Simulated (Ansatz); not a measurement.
**Lattice dynamics of Ac (Fm-3m, 1 atom in the cell)**

Task: relax Ac (Fm-3m, 1 atom in the cell), then find its harmonic phonons.

Main program and level: Ansatz 0.2.0; DFT PBEsol, scalar-relativistic, plane waves, PAW.

## (1) Starting point

It takes space group Fm-3m (No. 225, cubic). The conventional cell has a = 5.311 Å, b = 5.311 Å, c = 5.311 Å, α = 90.00°, β = 90.00°, γ = 90.00°. Ac has 12 Ac at 3.76 Å nearest.

## (2) Relaxation

The volume is held at the value of the starting cell, and symmetry leaves nothing else free, so this is a single point.

Input file input.yaml:

```yaml
crystal:
  lattice:
    - [0.0, 2.6555, 2.6555]
    - [2.6555, 0.0, 2.6555]
    - [2.6555, 2.6555, 0.0]
  atoms:
    - { symbol: Ac, position: [0.0, 0.0, 0.0] }
kpoints:
  mp_grid: { grid: [14, 14, 14] }
hamiltonian:
  xc: pbesol
scf:
  occupations: { method: gaussian, width: 0.1 }
output:
  forces: true
  stress: true
  eigenvalues: true
  write_density: true
  write_potential: true
  elf: true
  volumetric_format: npy
```

The run is started by

```bash
ansatz run input.yaml --threads 4 --pin off --max-ram 14336MiB --backend cpu --events-out ev --progress --plain --runs-dir out
```

Numbers of over 12 decimals in the logs are rounded to 6 here.

Output:

```text
Engine: ansatz 0.2.0, aarch64-unknown-linux-gnu
Pseudopotentials: kind: paw
Pseudopotential: Ac, paw, valence charge 21, recommended cutoff 590 eV (normal), Ac.paw.azcp
Functional definition: PBEsol
  exchange = pbesol_x
  correlation = pbesol_c
Crystal: 1 atoms, lattice volume = 37.451 Å³
Basis set: ecut = 590 eV, 1243 PW (Γ), exchange–correlation on 72×72×72 points (8 copies of the dense FFT grid, shifted against one another)
Bands: 15, of which v1, the nominal top of the filled ones, is band 11 counted from 1 (10 counted from 0)
Symmetry: 48 space group operations
Space group: Fm-3m (ITA 225), of the structure as read, at distance tolerance 3.3e-5 Å
k-points: 104 of 2744
Non-local potential: Ac, projectors of the file, l = 0: 3, l = 1: 3, l = 2: 3, l = 3: 3
PAW form: soft (Blöchl's): semilocal exchange-correlation on the pseudo side does not see the compensation charge
PAW frozen core: Ac, regenerated for the run's functional, and the local potential with it (the file was generated under x = pbe(κ = 0.804, μ = 0.219515), c = pbe(β = 0.066725))
PAW one-centre angular grid: Ac, 590 points (default); XC on 64 Gauss nodes
Initial density: superposition of atomic densities (chi_scale 0.1, normalization cell)
Initial wavefunctions: pseudopotential atomic-orbital guess
Functional: x = pbesol(κ = 0.804, μ = 0.123457), c = pbesol(β = 0.046)
SCF iter   1: F=—  HF=-15858.367516 eV  |F-HF|=—  |Δ(HF+E_count)|=         —  Δρ=1.23e-2  dr2=8.67e-2  ethr=3.10e-3  ⟨swp⟩=8.1  Hψ=10512  notcnv=0
preconditioner: auto → Kerker (q_TF=auto, 2.478 Å⁻¹)  [metal: Δε(μ)=0.006 eV  Ē_g=13.076 eV  σ=0.100 eV  W_gap=0.04  n_scr=14 (ndim 8)  ℏωp=18.2 eV  f_vac=0.000  D(μ)=2.34/eV (n_scr^D=26)]
SCF iter   2: F=—  HF=-15858.342989 eV  |F-HF|=—  |Δ(HF+E_count)|=   2.45e-2  Δρ=7.54e-3  dr2=3.48e-2  ethr=4.13e-4  ⟨swp⟩=2.1  Hψ=2830  notcnv=0  defer=20
SCF iter   3: F=—  HF=-15858.327181 eV  |F-HF|=—  |Δ(HF+E_count)|=   1.58e-2  Δρ=1.39e-3  dr2=5.43e-4  ethr=1.66e-4  ⟨swp⟩=2.9  Hψ=2676  notcnv=0  defer=20
SCF iter   4: F=—  HF=-15858.327070 eV  |F-HF|=—  |Δ(HF+E_count)|=   1.12e-4  Δρ=3.40e-4  dr2=2.21e-5  ethr=2.59e-6  ⟨swp⟩=2.4  Hψ=2513  notcnv=0  defer=20
SCF iter   5: F=—  HF=-15858.327070 eV  |F-HF|=—  |Δ(HF+E_count)|=   3.41e-7  Δρ=7.32e-5  dr2=1.12e-6  ethr=1.05e-7  ⟨swp⟩=3.0  Hψ=2807  notcnv=0  defer=20
SCF iter   6: F=-15858.327070 eV  HF=-15858.327070 eV  |F-HF|=9.91e-10  |Δ(HF+E_count)|=   3.90e-7  Δρ=1.15e-5  dr2=2.96e-8  ethr=4.76e-10  ⟨swp⟩=13.3  Hψ=15208  notcnv=0
SCF 1 converged in 6 iterations: F = -15858.327070 eV  dr2 = 2.96e-8
  Residual-converged pass: ⟨swp⟩=1.0  Hψ=1980  notcnv=0  max |occ|·‖R‖ = 7.0e-9 eV (tolerance 1.0e-8 eV)  dr2=2.96e-8  dr2_onsite=8.38e-11  max |Δocc| = 4.0e-13
  greatest PAW one-centre occupation: 0.994 electrons in one spin orbital (limit 2), on the Ac atom at site 0 (counted from 0), in its partial waves of l = 2
SCF converged after 6 iterations
Free energy (F): -15858.327070 eV
Harris-Foulkes:  -15858.327070 eV  (|F-HF|=9.91e-10)
Internal energy: -15858.315213 eV  (E = F + TS)
E sigma→0 (E₀):  -15858.321141 eV
Entropy (-TS):   -0.011857 eV (-11.857 meV/atom)
Fermi energy:    15.363476 eV
--- Per-component energies (eV) ---
  E_band       = -584.459507
  E_kinetic    = 398.768905
  E_local      = -3158.853384  (includes V_loc(G=0)·N_el)
  E_nonlocal   = 634.488937
  E_hartree    = 1101.675780
  E_xc         = -614.249602
  E_vxc        = -224.550328  (∫ρ·V_xc dr)
  E_paw        = -11479.376051  (= ΣΔE_a)
  E_vpaw       = -437.662779  (= ΣTr[D̂ρ^β])
  E_aug_tail   = 0.000800  (compensation charges beyond the density's cutoff)
  E_ewald      = -2741.008407
  E_core_change = 0.237809  (= ΣΔE_core)
  E_smearing   = -0.011857  (= −TS)
  E_closure    = 0.000000  (closes the sum)
  Σ components = -15858.327070   (vs F -15858.327070, Δ=0.00e0)
--- Forces (eV/Å), atoms counted from 1 ---
  atom   1  Ac    -0.00000000     0.00000000     0.00000000
  max |Σ_I F_I| component: 5.09e-31 eV/Å
--- Stress (GPa, compression-positive) ---
        3.791443       0.000000       0.000000
       -0.000000       3.791443      -0.000000
        0.000000      -0.000000       3.791443
  P = ⅓ Tr σ = 3.7914 GPa (37.914 kbar)
--- Band table (eV; the first three rows and the last of 104) ---
  k-point 0: bands = [... 7 lower, 1.3012, 1.3012, 11.0435, 17.0315, 17.0315, 17.0315, 17.7571, 19.4618]
  k-point 1: bands = [... 7 lower, 1.2865, 1.2865, 11.2583, 16.5804, 17.0905, 17.0905, 18.2887, 19.2048]
  k-point 2: bands = [... 7 lower, 1.2459, 1.2459, 11.8154, 16.0867, 17.2203, 17.2203, 18.7796, 18.8531]
  k-point 103: bands = [... 7 lower, -0.0233, 0.4437, 14.3033, 15.4576, 16.6645, 17.2248, 19.9718, 20.0079]
```

Wall time 2 s (4 threads of Arm Neoverse V2, shared host); peak memory 0.45 GiB.

In the SCF lines HF is the Harris–Foulkes energy and dr2 the Hartree energy of the density residual, in eV; the loop may stop once dr2 is under the threshold and the program's other checks hold. Hψ counts applications of the Hamiltonian.

Numbers from this step:

```
pressure          : 3.791 GPa
volume per atom   : 37.45 Å³
gap on the k-mesh : 0 eV
```

Valence density in the ac plane of the conventional cell at fractional y = 0.000, with atoms of Ac within 0.2 Å of it. It is the smooth field of the valence electrons, not physical close to the nuclei.

Values in e/Å³, 14 rows by 15 columns, each cell a mean:
```
11  7  2  0  0  0  0  0  0  0  0  0  1  4  9
 4  2  1  0  0  0  0  0  0  0  0  0  1  1  4
 1  1  0  0  0  0  0  0  0  0  0  0  0  0  1
 0  0  0  0  0  0  0  0  0  0  0  0  0  0  0
 0  0  0  0  0  1  1  2  1  1  0  0  0  0  0
 0  0  0  0  0  1  4  8  6  2  1  0  0  0  0
 0  0  0  0  1  2  9 19 11  5  1  0  0  0  0
 0  0  0  0  1  2  7 11 10  4  1  0  0  0  0
 0  0  0  0  0  1  2  4  3  1  1  0  0  0  0
 0  0  0  0  0  0  1  1  1  0  0  0  0  0  0
 0  0  0  0  0  0  0  0  0  0  0  0  0  0  0
 2  1  1  0  0  0  0  0  0  0  0  0  0  1  1
 8  4  1  0  0  0  0  0  0  0  0  0  1  2  7
19  8  2  1  0  0  0  0  0  0  0  0  1  5 11
```
Columns run along a (5.3 Å), rows up along c (5.3 Å), edges of the conventional cell, whose origin can differ from the input's. Atoms in or near the plane, at fractional coordinates: Ac at (0.00, 0.00), Ac at (0.50, 0.50).

ELF in the ac plane of the conventional cell at fractional y = 0.000, with atoms of Ac within 0.2 Å of it. It is the smooth field of the valence electrons, not physical close to the nuclei.

Values, 14 rows by 15 columns, each cell a mean:
```
0.08 0.36 0.64 0.48 0.23 0.28 0.45 0.53 0.50 0.35 0.22 0.34 0.61 0.53 0.16
0.51 0.62 0.60 0.36 0.20 0.25 0.33 0.35 0.34 0.29 0.21 0.26 0.50 0.63 0.55
0.60 0.54 0.38 0.21 0.17 0.19 0.21 0.22 0.22 0.20 0.18 0.18 0.29 0.47 0.58
0.30 0.25 0.19 0.16 0.17 0.24 0.37 0.43 0.41 0.31 0.20 0.16 0.18 0.23 0.28
0.25 0.24 0.21 0.18 0.27 0.50 0.63 0.63 0.63 0.57 0.38 0.21 0.19 0.23 0.25
0.44 0.39 0.26 0.22 0.43 0.64 0.52 0.30 0.39 0.61 0.55 0.29 0.22 0.33 0.42
0.57 0.46 0.27 0.25 0.52 0.62 0.25 0.02 0.09 0.49 0.62 0.36 0.22 0.37 0.53
0.53 0.44 0.27 0.24 0.49 0.63 0.33 0.08 0.17 0.55 0.60 0.33 0.22 0.36 0.50
0.35 0.32 0.24 0.20 0.37 0.59 0.60 0.50 0.56 0.64 0.49 0.25 0.21 0.29 0.34
0.22 0.21 0.19 0.17 0.22 0.39 0.54 0.60 0.58 0.47 0.28 0.17 0.18 0.20 0.22
0.43 0.37 0.25 0.17 0.16 0.20 0.26 0.30 0.28 0.22 0.17 0.16 0.20 0.31 0.41
0.63 0.62 0.49 0.27 0.18 0.21 0.24 0.25 0.25 0.23 0.19 0.20 0.38 0.59 0.64
0.31 0.51 0.62 0.42 0.22 0.26 0.39 0.44 0.43 0.33 0.21 0.29 0.57 0.62 0.39
0.02 0.26 0.62 0.51 0.25 0.28 0.46 0.57 0.53 0.37 0.22 0.36 0.62 0.48 0.07
```
Columns run along a (5.3 Å), rows up along c (5.3 Å), edges of the conventional cell, whose origin can differ from the input's. Atoms in or near the plane, at fractional coordinates: Ac at (0.00, 0.00), Ac at (0.50, 0.50).

Electrostatic potential energy in the ac plane of the conventional cell at fractional y = 0.000, with atoms of Ac within 0.2 Å of it. With pseudopotentials it is smooth inside the atoms' cores, unlike the true potential.

Ten even steps from '_' (-115 eV) to '@' (19 eV), each cell a mean:
```
**__++%%@@@@@@@@@@@@@@@@##..--
..==##@@@@@@@@@@@@@@@@@@%%**::
##%%@@@@@@@@@@@@@@@@@@@@@@%%%%
@@@@@@@@@@@@@@%%@@@@@@@@@@@@@@
@@@@@@@@@@%%##****%%@@@@@@@@@@
@@@@@@@@%%##....__==%%@@@@@@@@
@@@@@@@@%%==..@@**__##@@@@@@@@
@@@@@@@@%%++__**--..##@@@@@@@@
@@@@@@@@@@##==..::**%%@@@@@@@@
@@@@@@@@@@@@%%##%%%%@@@@@@@@@@
%%@@@@@@@@@@@@@@@@@@@@@@@@@@@@
**##%%@@@@@@@@@@@@@@@@@@@@%%**
__..##%%@@@@@@@@@@@@@@@@%%==__
@@..++%%@@@@@@@@@@@@@@@@##__**
```
Columns run along a (5.3 Å; values clipped at the 3rd and 97th percentile), rows up along c (5.3 Å), edges of the conventional cell, whose origin can differ from the input's. Atoms in or near the plane, at fractional coordinates: Ac at (0.00, 0.00), Ac at (0.50, 0.50).

## (3) Relaxing to small forces for the phonons

Symmetry and the fixed volume leave nothing to relax, so a single point is run, using the mesh and the filling of the phonon run that follows.

input.yaml, the sections that differ from step 2:

```yaml
kpoints:
  mp_grid: { grid: [16, 16, 16] }
scf:
  occupations: { method: methfessel_paxton, width: 0.2 }
output:
  forces: true
  stress: true
  eigenvalues: true
# crystal, hamiltonian: as in step 2
```

Output:

```text
[...]
Crystal: 1 atoms, lattice volume = 37.451 Å³
Basis set: ecut = 590 eV, 1243 PW (Γ), exchange–correlation on 72×72×72 points (8 copies of the dense FFT grid, shifted against one another)
Bands: 15, of which v1, the nominal top of the filled ones, is band 11 counted from 1 (10 counted from 0)
Symmetry: 48 space group operations
[...]
k-points: 145 of 4096
[...]
--- Band table (eV; the first three rows and the last of 145) ---
  k-point 0: bands = [... 7 lower, 1.3029, 1.3029, 11.0434, 17.0334, 17.0334, 17.0334, 17.7601, 19.4623]
  k-point 1: bands = [... 7 lower, 1.2916, 1.2916, 11.2093, 16.6558, 17.0792, 17.0792, 18.2012, 19.2527]
  k-point 2: bands = [... 7 lower, 1.2598, 1.2598, 11.6551, 16.1898, 17.1898, 17.1898, 18.7334, 18.9286]
  k-point 144: bands = [... 7 lower, -0.1600, 0.4421, 14.4432, 16.0433, 16.0433, 17.0331, 19.9982, 19.9982]
[key lines of the parts left out:]
SCF converged after 6 iterations
Free energy (F): -15858.327369 eV
Fermi energy:    15.352388 eV
P = ⅓ Tr σ = 3.8101 GPa (38.101 kbar)
```

Elapsed: 1.9 s, on 4 threads; peak memory 0.47 GiB.

Numbers from this step:

- pressure: 3.810 GPa

The forces vanish by symmetry. The volume is held at 37.45 Å³/atom, so a pressure of 3.81 GPa remains at this level.

[end of part 1 of 2]

[Logs are printed without paths, hosts, clocks, repeated set-up lines and the standing remarks that a program may print on its own settings, such as how far it seeks lower states.]

[Hosts, paths, dates, database ids (printed as entryN), source tags and the programs' standing remarks are cut or masked in the printed files.]
